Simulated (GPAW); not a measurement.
# Na/Pd(110) in an electric field

Aim: the dipole that a field along the normal induces in Na/Pd(110).

Main program and level: GPAW 26.7.0; GPAW, PAW setups; slab in vacuum, relaxation, in the first sound run; inputs show where later runs differ.

## (1) Set-up

The cell holds 6 atoms: 5 Pd and 1 Na. Its edges and angles: a = 3.890 Å, b = 2.751 Å, c = 26.704 Å, α = 90.0°, β = 90.0°, γ = 90.0°. Vacuum lies along c.

## (2) Relaxation

The atoms are relaxed first, since the surface dipole, and with it the work function, follows the positions of the outer layers. The lowest 3 atoms are held at bulk positions and keep their forces.

run.py reads:

```python
import json
import numpy as np
from ase import Atoms
from ase.constraints import FixAtoms
from ase.optimize import BFGS
from gpaw import GPAW, PW

slab = Atoms(
    ['Pd', 'Pd', 'Pd', 'Pd', 'Pd', 'Na'],
    positions=[
        [0.00000, 0.00000, 9.00000],
        [1.94500, 1.37532, 10.37532],
        [0.00000, 0.00000, 11.75065],
        [1.94500, 1.37532, 13.12597],
        [0.00000, 0.00000, 14.50129],
        [0.00000, 0.00000, 17.70379]],
    cell=[[3.89, 0.0, 0.0], [0.0, 2.75065, 0.0], [0.0, 0.0, 26.70379]],
    pbc=[True, True, False])

slab.calc = GPAW(mode=PW(400), xc='PBE', kpts={'size': (8, 11, 1), 'gamma': True},
                 occupations={'name': 'fermi-dirac', 'width': 0.1}, nbands='160%',
                 convergence={'density': 1e-05}, maxiter=200,
                 poissonsolver={'dipolelayer': 'xy'},
                 symmetry={'tolerance': 1e-3, 'extra_ids': [1, 1, 1, 0, 0, 0]}, txt='slab.txt')
result = {}
slab.set_constraint(FixAtoms([0, 1, 2]))
path = []
opt = BFGS(slab, maxstep=0.2)
opt.attach(lambda: path.append((slab.get_potential_energy(), slab.positions.tolist(), slab.get_forces().tolist())))
result['relaxed'] = bool(opt.run(fmax=0.03, steps=40))
result['path'] = path
energy = slab.get_potential_energy()
fermi = slab.calc.get_fermi_level()
v = slab.calc.get_electrostatic_potential().mean((0, 1)) - fermi
n = slab.calc.get_pseudo_density().mean((0, 1))
L = slab.cell[2, 2]
z = np.arange(len(v)) * L / len(v)
low, high = slab.positions[:, 2].min(), slab.positions[:, 2].max()
below, above = np.interp([low - 6.8, high + 6.8], z, v)
slopes = [np.interp(x, z, np.gradient(v, z)) for x in (low - 6.8, high + 6.8)]
eps = np.array([[slab.calc.get_eigenvalues(k, s) for k in range(len(slab.calc.get_ibz_k_points()))]
                for s in range(slab.calc.get_number_of_spins())]) - fermi
top, bottom = eps[eps < 0].max(), eps[eps > 0].min()
dipole = slab.get_dipole_moment()[2]
print(f'energy {energy:.4f} eV, Fermi level {fermi:.4f} eV, dipole {dipole:.5f} e A')
print(f'potential 6.8 A off the faces, from the Fermi level: lower {below:.4f} eV, upper {above:.4f} eV')
print(f'slope of the potential there: lower {slopes[0]:.5f}, upper {slopes[1]:.5f} eV/A')
print(f'nearest levels on the mesh: {top:.4f} and {bottom:.4f} eV')
print('magnetic moment', round(slab.get_magnetic_moment(), 3))
result.update(energy=energy, fermi=fermi, dipole=dipole, below=below, above=above, slopes=slopes, edges=[top, bottom],
              z=z.tolist(), v=v.tolist(), n=n.tolist(), positions=slab.positions.tolist(),
              forces=slab.get_forces(apply_constraint=False).tolist(), moments=slab.get_magnetic_moments().tolist())
json.dump(result, open('result.json', 'w'))
```

The run is started by

```console
$ OMP_NUM_THREADS=1 OPENBLAS_NUM_THREADS=1 python run.py
```

What it wrote:

```text
Step          Energy          fmax
BFGS:    0      -18.521988        0.718797
BFGS:    1      -18.532668        0.653881
BFGS:    2      -18.626083        0.361975
BFGS:    3      -18.633841        0.335391
BFGS:    4      -18.640404        0.341288
BFGS:    5      -18.648560        0.336821
BFGS:    6      -18.658363        0.224943
BFGS:    7      -18.665771        0.282569
BFGS:    8      -18.668328        0.278323
BFGS:    9      -18.671212        0.256966
BFGS:   10      -18.679967        0.219529
BFGS:   11      -18.690600        0.230005
BFGS:   12      -18.698931        0.115992
BFGS:   13      -18.700309        0.022660
energy -18.5358 eV, Fermi level 0.0335 eV, dipole 0.10170 e A
potential 6.8 A off the faces, from the Fermi level: lower 4.7657 eV, upper 3.0462 eV
slope of the potential there: lower 0.00002, upper 0.00017 eV/A
nearest levels on the mesh: -0.0092 and 0.0033 eV
magnetic moment 0.0
```

Run time: 79 min. Hardware: 1 thread of Arm Neoverse V2, shared host; peak memory 0.41 GiB.

Relaxation path:

| step | energy less that of the first step (eV) | largest force (eV/Å) |
| --- | --- | --- |
| 1 | 0.0000 | 0.7188 |
| 2 | -0.0108 | 0.6539 |
| 3 | -0.1062 | 0.3620 |
| 4 | -0.1144 | 0.3354 |
| 5 | -0.1215 | 0.3413 |
| 6 | -0.1303 | 0.3368 |
| 7 | -0.1408 | 0.2249 |
| 8 | -0.1486 | 0.2826 |
| 9 | -0.1511 | 0.2783 |
| 10 | -0.1540 | 0.2570 |
| 11 | -0.1630 | 0.2195 |
| 12 | -0.1744 | 0.2300 |
| 13 | -0.1839 | 0.1160 |
| 14 | -0.1855 | 0.0227 |

The atoms that moved most (Å):

| atom | dx | dy | dz | length |
| --- | --- | --- | --- | --- |
| Na6 | 0.000 | 0.000 | -0.456 | 0.456 |
| Pd4 | 0.000 | 0.000 | 0.121 | 0.121 |
| Pd5 | 0.000 | 0.000 | 0.038 | 0.038 |

The relaxed structure:

```cif
data_structure
_symmetry_space_group_name_H-M 'P 1'
_symmetry_Int_Tables_number 1
_cell_length_a 3.8900
_cell_length_b 2.7506
_cell_length_c 26.7038
_cell_angle_alpha 90.000
_cell_angle_beta 90.000
_cell_angle_gamma 90.000
_cell_volume 285.73
loop_
_atom_site_label
_atom_site_type_symbol
_atom_site_fract_x
_atom_site_fract_y
_atom_site_fract_z
_atom_site_occupancy
Pd1 Pd 0.00000 0.00000 0.33703 1
Pd2 Pd 0.50000 0.50000 0.38853 1
Pd3 Pd 0.00000 0.00000 0.44004 1
Pd4 Pd 0.50000 0.50000 0.49608 1
Pd5 Pd 0.00000 0.00000 0.54448 1
Na6 Na 0.00000 0.00000 0.64591 1
```

Numbers from this step:

```yaml
dipole_along_the_normal: 0.1017 e·Å
levels_nearest_the_fermi_level_on_the_mesh: -0.009221, 0.003257 eV from the Fermi level
upper_work_function: 3.046 eV
lower_work_function: 4.766 eV
```

The electrostatic potential energy of an electron (without an applied field's), less the Fermi level, planar mean oscillates, so the rows of the table below give means over windows of 1 Å about each position, cut where the curve ends. Its maxima inside the range that stand out by 2 % of the span (Å: eV): 3.7: 4.77, 9.7: -5.55, 11.1: -5.92, 12.5: -4.11, 13.9: -6.95, 15.8: 3.00. Its minima: 9.0: -12.5, 10.4: -13.2, 11.7: -13.1, 13.2: -13.3, 14.5: -12.8, 17.3: -4.66.

Table of electrostatic potential energy of an electron (without an applied field's), less the Fermi level, planar mean by z; means over each step:

| z (Å) | electrostatic potential energy of an electron (without an applied field's), less the Fermi level, planar mean (eV) |
| --- | --- |
| 0 | 4.44 |
| 1 | 4.77 |
| 2 | 4.77 |
| 3 | 4.77 |
| 4 | 4.77 |
| 5 | 4.76 |
| 6 | 4.75 |
| 7 | 4.57 |
| 8 | 1.69 |
| 9 | -9.62 |
| 10 | -9.12 |
| 11 | -8.34 |
| 12 | -9.37 |
| 13 | -9.49 |
| 14 | -9.32 |
| 15 | -5.27 |
| 16 | 2.30 |
| 17 | -2.88 |
| 18 | -0.904 |
| 19 | 2.15 |
| 20 | 2.89 |
| 21 | 3.02 |
| 22 | 3.04 |
| 23 | 3.05 |
| 24 | 3.05 |
| 25 | 3.05 |
| 26 | 3.08 |

The pseudo valence density, planar mean oscillates, so the rows of the table below give means over windows of 1 Å about each position, cut where the curve ends. Its maxima inside the range that stand out by 2 % of the span (Å: e/Å³): 9.0: 1.72, 10.5: 1.69, 11.7: 1.76, 13.2: 1.77, 14.5: 1.74, 17.3: 0.790. Its minima: 9.6: 0.575, 11.1: 0.558, 12.6: 0.491, 13.9: 0.628, 16.2: 0.0481.

Pseudo valence density, planar mean against z; means over each step:

z (Å), pseudo valence density, planar mean (e/Å³) and a bar:
```
        5       0.00 
        6       0.00 
        7       0.01 
        8       0.17 ####
        9       1.20 ##############################
       10       1.07 ###########################
       11       0.91 #######################
       12       1.13 ############################
       13       1.14 ############################
       14       1.03 ##########################
       15       0.79 ####################
       16       0.08 ##
       17       0.46 ############
       18       0.14 ###
       19       0.01 
       20       0.00 
       21       0.00 
       22       0.00
```

The relaxation lowered the energy of the cell by 0.185 eV (energies extrapolated to zero smearing; the optimiser's log prints free energies). The largest force left on a free atom is 0.023 eV/Å.

## (3) Plane waves, PBE

The work function is the vacuum plateau of the electrostatic potential less the Fermi level; a dipole layer lets the two faces have plateaus of their own.

This step: GPAW, PAW setups; slab in vacuum (GPAW 26.7.0).

run.py, as its differences from that of step 2:

```diff
@@ -3,4 +3,2 @@
 from ase import Atoms
-from ase.constraints import FixAtoms
-from ase.optimize import BFGS
 from gpaw import GPAW, PW
@@ -13,5 +11,5 @@
         [0.00000, 0.00000, 11.75065],
-        [1.94500, 1.37532, 13.12597],
-        [0.00000, 0.00000, 14.50129],
-        [0.00000, 0.00000, 17.70379]],
+        [1.94500, 1.37532, 13.24730],
+        [0.00000, -0.00000, 14.53970],
+        [0.00000, 0.00000, 17.24822]],
     cell=[[3.89, 0.0, 0.0], [0.0, 2.75065, 0.0], [0.0, 0.0, 26.70379]],
@@ -23,10 +21,4 @@
                  poissonsolver={'dipolelayer': 'xy'},
-                 symmetry={'tolerance': 1e-3, 'extra_ids': [1, 1, 1, 0, 0, 0]}, txt='slab.txt')
+                 symmetry={'tolerance': 1e-3}, txt='slab.txt')
 result = {}
-slab.set_constraint(FixAtoms([0, 1, 2]))
-path = []
-opt = BFGS(slab, maxstep=0.2)
-opt.attach(lambda: path.append((slab.get_potential_energy(), slab.positions.tolist(), slab.get_forces().tolist())))
-result['relaxed'] = bool(opt.run(fmax=0.03, steps=40))
-result['path'] = path
 energy = slab.get_potential_energy()
```

What it wrote:

```text
energy -18.5358 eV, Fermi level 0.0333 eV, dipole 0.10172 e A
potential 6.8 A off the faces, from the Fermi level: lower 4.7662 eV, upper 3.0463 eV
slope of the potential there: lower -0.00003, upper 0.00016 eV/A
nearest levels on the mesh: -0.0092 and 0.0033 eV
magnetic moment 0.0
```

Wall time 9.7 min (1 thread); peak memory 0.4 GiB.

This step gave:

- levels nearest the Fermi level on the mesh: -0.009230, 0.003250 eV from the Fermi level

The electrostatic potential energy of an electron (without an applied field's), less the Fermi level, planar mean oscillates, so the rows of the table below give means over windows of 1 Å about each position, cut where the curve ends. Its maxima inside the range that stand out by 2 % of the span (Å: eV): 2.9: 4.77, 9.7: -5.55, 11.1: -5.92, 12.5: -4.11, 13.9: -6.95, 15.8: 3.00. Its minima: 9.0: -12.5, 10.4: -13.2, 11.7: -13.1, 13.2: -13.3, 14.5: -12.8, 17.3: -4.66.

The electrostatic potential energy of an electron (without an applied field's), less the Fermi level, planar mean by z; means over each step:

z (Å), electrostatic potential energy of an electron (without an applied field's), less the Fermi level, planar mean (eV) and a bar from the least value:
```
        0        4.4 #############################
        1        4.8 ##############################
        2        4.8 ##############################
        3        4.8 ##############################
        4        4.8 ##############################
        5        4.8 ##############################
        6        4.8 ##############################
        7        4.6 ##############################
        8        1.7 ########################
        9       -9.6 
       10       -9.1 #
       11       -8.3 ###
       12       -9.4 #
       13       -9.5 
       14       -9.3 #
       15       -5.3 #########
       16        2.3 #########################
       17       -2.9 ##############
       18       -0.9 ##################
       19        2.2 #########################
       20        2.9 ##########################
       21        3.0 ##########################
       22        3.0 ##########################
       23        3.0 ##########################
       24        3.0 ##########################
       25        3.0 ##########################
       26        3.1 ##########################
```

The pseudo valence density, planar mean oscillates, so the rows of the table below give means over windows of 1 Å about each position, cut where the curve ends. Its maxima inside the range that stand out by 2 % of the span (Å: e/Å³): 9.0: 1.72, 10.5: 1.69, 11.7: 1.76, 13.2: 1.77, 14.5: 1.74, 17.3: 0.790. Its minima: 9.6: 0.575, 11.1: 0.558, 12.6: 0.491, 13.9: 0.628, 16.2: 0.0481.

The pseudo valence density, planar mean by z; means over each step:

| z (Å) | pseudo valence density, planar mean (e/Å³) |
| --- | --- |
| 5 | 4.1e-5 |
| 6 | 5.6e-4 |
| 7 | 0.00807 |
| 8 | 0.167 |
| 9 | 1.20 |
| 10 | 1.07 |
| 11 | 0.913 |
| 12 | 1.13 |
| 13 | 1.14 |
| 14 | 1.03 |
| 15 | 0.788 |
| 16 | 0.0770 |
| 17 | 0.461 |
| 18 | 0.138 |
| 19 | 0.0116 |
| 20 | 0.00284 |
| 21 | 4.9e-4 |
| 22 | 7.7e-5 |

Force by atom:

| atom | x (eV/Å) | y (eV/Å) | z (eV/Å) | size |
| --- | --- | --- | --- | --- |
| Pd1 | 0.000 | 0.000 | 0.102 | 0.102 |
| Pd2 | 0.000 | 0.000 | -0.356 | 0.356 |
| Pd3 | 0.000 | 0.000 | 0.222 | 0.222 |
| Pd4 | 0.000 | 0.000 | 0.021 | 0.021 |
| Pd5 | 0.000 | 0.000 | 0.004 | 0.004 |
| Na6 | 0.000 | 0.000 | 0.002 | 0.002 |

The potential is flat to 1.6e-4 eV/Å where it is read, so the vacuum is wide enough.

## (4) Field on

A uniform field along the normal polarises the slab; the atoms stay fixed, so this is the electronic response alone.

run.py, as its differences from that of step 3:

```diff
@@ -4,2 +4,3 @@
 from gpaw import GPAW, PW
+from gpaw.external import ConstantElectricField
 
@@ -21,2 +22,3 @@
                  poissonsolver={'dipolelayer': 'xy'},
+                 external=ConstantElectricField(-0.2, [0, 0, 1]),
                  symmetry={'tolerance': 1e-3}, txt='slab.txt')
```

What it wrote:

```text
energy -18.5292 eV, Fermi level -0.0037 eV, dipole -0.04165 e A
potential 6.8 A off the faces, from the Fermi level: lower 3.6208 eV, upper 4.3246 eV
slope of the potential there: lower 0.00002, upper 0.00040 eV/A
nearest levels on the mesh: -0.0091 and 0.0033 eV
magnetic moment 0.0
```

The job ended after 11 min (1 thread; peak memory 0.55 GiB).

This step gave:

| Property | Result |
| --- | --- |
| dipole along the normal | -0.04165 e·Å |
| levels nearest the Fermi level on the mesh | -0.009128, 0.003326 eV from the Fermi level |
| potential below the slab, the applied field's own ramp left out | 3.621 eV from the Fermi level |
| potential above the slab, the applied field's own ramp left out | 4.325 eV from the Fermi level |

The electrostatic potential energy of an electron (without an applied field's), less the Fermi level, planar mean oscillates, so the rows of the table below give means over windows of 1.39 Å about each position, cut where the curve ends. Its maxima inside the range that stand out by 2 % of the span (Å: eV): 9.7: -6.28, 11.1: -6.37, 12.5: -4.28, 13.9: -6.84, 15.8: 3.49. Its minima: 9.0: -13.4, 10.4: -13.8, 11.7: -13.4, 13.2: -13.3, 14.5: -12.6, 17.3: -3.87.

The electrostatic potential energy of an electron (without an applied field's), less the Fermi level, planar mean by z; means over each step:

| z (Å) | electrostatic potential energy of an electron (without an applied field's), less the Fermi level, planar mean (eV) |
| --- | --- |
| 0.69 | 3.67 |
| 2.08 | 3.62 |
| 3.48 | 3.62 |
| 4.87 | 3.62 |
| 6.26 | 3.59 |
| 7.65 | 2.21 |
| 9.04 | -9.07 |
| 10.43 | -9.96 |
| 11.82 | -9.30 |
| 13.21 | -9.31 |
| 14.60 | -7.96 |
| 15.99 | 2.36 |
| 17.38 | -2.06 |
| 18.77 | 2.74 |
| 20.16 | 4.15 |
| 21.55 | 4.31 |
| 22.94 | 4.32 |
| 24.33 | 4.32 |
| 25.72 | 4.32 |

Force by atom:

| atom | x (eV/Å) | y (eV/Å) | z (eV/Å) | size |
| --- | --- | --- | --- | --- |
| Pd1 | 0.000 | 0.000 | 0.103 | 0.103 |
| Pd2 | 0.000 | 0.000 | -0.352 | 0.352 |
| Pd3 | 0.000 | 0.000 | 0.214 | 0.214 |
| Pd4 | 0.000 | 0.000 | 0.020 | 0.020 |
| Pd5 | 0.000 | 0.000 | 0.003 | 0.003 |
| Na6 | 0.000 | 0.000 | 0.006 | 0.006 |

The dipole is now -0.0417 e Å, against 0.10 in the run without a field.

## (5) In a field

run.py, as its differences from that of step 4:

```diff
@@ -22,3 +22,3 @@
                  poissonsolver={'dipolelayer': 'xy'},
-                 external=ConstantElectricField(-0.2, [0, 0, 1]),
+                 external=ConstantElectricField(-0.1, [0, 0, 1]),
                  symmetry={'tolerance': 1e-3}, txt='slab.txt')
```

What it wrote:

```text
energy -18.5289 eV, Fermi level 0.0164 eV, dipole 0.03019 e A
potential 6.8 A off the faces, from the Fermi level: lower 4.1916 eV, upper 3.6805 eV
slope of the potential there: lower 0.00008, upper 0.00019 eV/A
nearest levels on the mesh: -0.0092 and 0.0033 eV
magnetic moment 0.0
```

Run time: 11 min. Hardware: 1 thread; peak memory 0.55 GiB.

Numbers from this step:

* dipole along the normal: 0.03019 e·Å
* levels nearest the Fermi level on the mesh: -0.009155, 0.003292 eV from the Fermi level
* potential below the slab, the applied field's own ramp left out: 4.192 eV from the Fermi level
* potential above the slab, the applied field's own ramp left out: 3.681 eV from the Fermi level

The electrostatic potential energy of an electron (without an applied field's), less the Fermi level, planar mean oscillates, so the rows of the table below give means over windows of 1.39 Å about each position, cut where the curve ends. Its maxima inside the range that stand out by 2 % of the span (Å: eV): 9.7: -5.92, 11.1: -6.15, 12.5: -4.20, 13.9: -6.90, 15.8: 3.24. Its minima: 9.0: -12.9, 10.4: -13.5, 11.7: -13.3, 13.2: -13.3, 14.5: -12.7, 17.3: -4.26.

Table of electrostatic potential energy of an electron (without an applied field's), less the Fermi level, planar mean by z; means over each step:

z (Å), electrostatic potential energy of an electron (without an applied field's), less the Fermi level, planar mean (eV) and a bar from the least value:
```
     0.69        4.2 ##############################
     2.08        4.2 ##############################
     3.48        4.2 ##############################
     4.87        4.2 ##############################
     6.26        4.2 ##############################
     7.65        2.7 ###########################
     9.04       -8.6 ##
    10.43       -9.7 
    11.82       -9.1 #
    13.21       -9.3 #
    14.60       -8.1 ###
    15.99        2.1 #########################
    17.38       -2.5 ################
    18.77        2.2 ##########################
    20.16        3.5 #############################
    21.55        3.7 #############################
    22.94        3.7 #############################
    24.33        3.7 #############################
    25.72        3.7 #############################
```

Force by atom:

| atom | x (eV/Å) | y (eV/Å) | z (eV/Å) | size |
| --- | --- | --- | --- | --- |
| Pd1 | 0.000 | 0.000 | 0.100 | 0.100 |
| Pd2 | 0.000 | 0.000 | -0.356 | 0.356 |
| Pd3 | 0.000 | 0.000 | 0.217 | 0.217 |
| Pd4 | 0.000 | 0.000 | 0.021 | 0.021 |
| Pd5 | 0.000 | 0.000 | 0.003 | 0.003 |
| Na6 | 0.000 | 0.000 | 0.004 | 0.004 |

The dipole is now 0.0302 e Å, against 0.10 in the run without a field.

[end of part 1 of 2]

[Logs are printed without paths, hosts, clocks, repeated set-up lines and the standing remarks that a program may print on its own settings, such as how far it seeks lower states.]

[Hosts, paths, dates, database ids (printed as entryN), source tags and the programs' standing remarks are cut or masked in the printed files.]
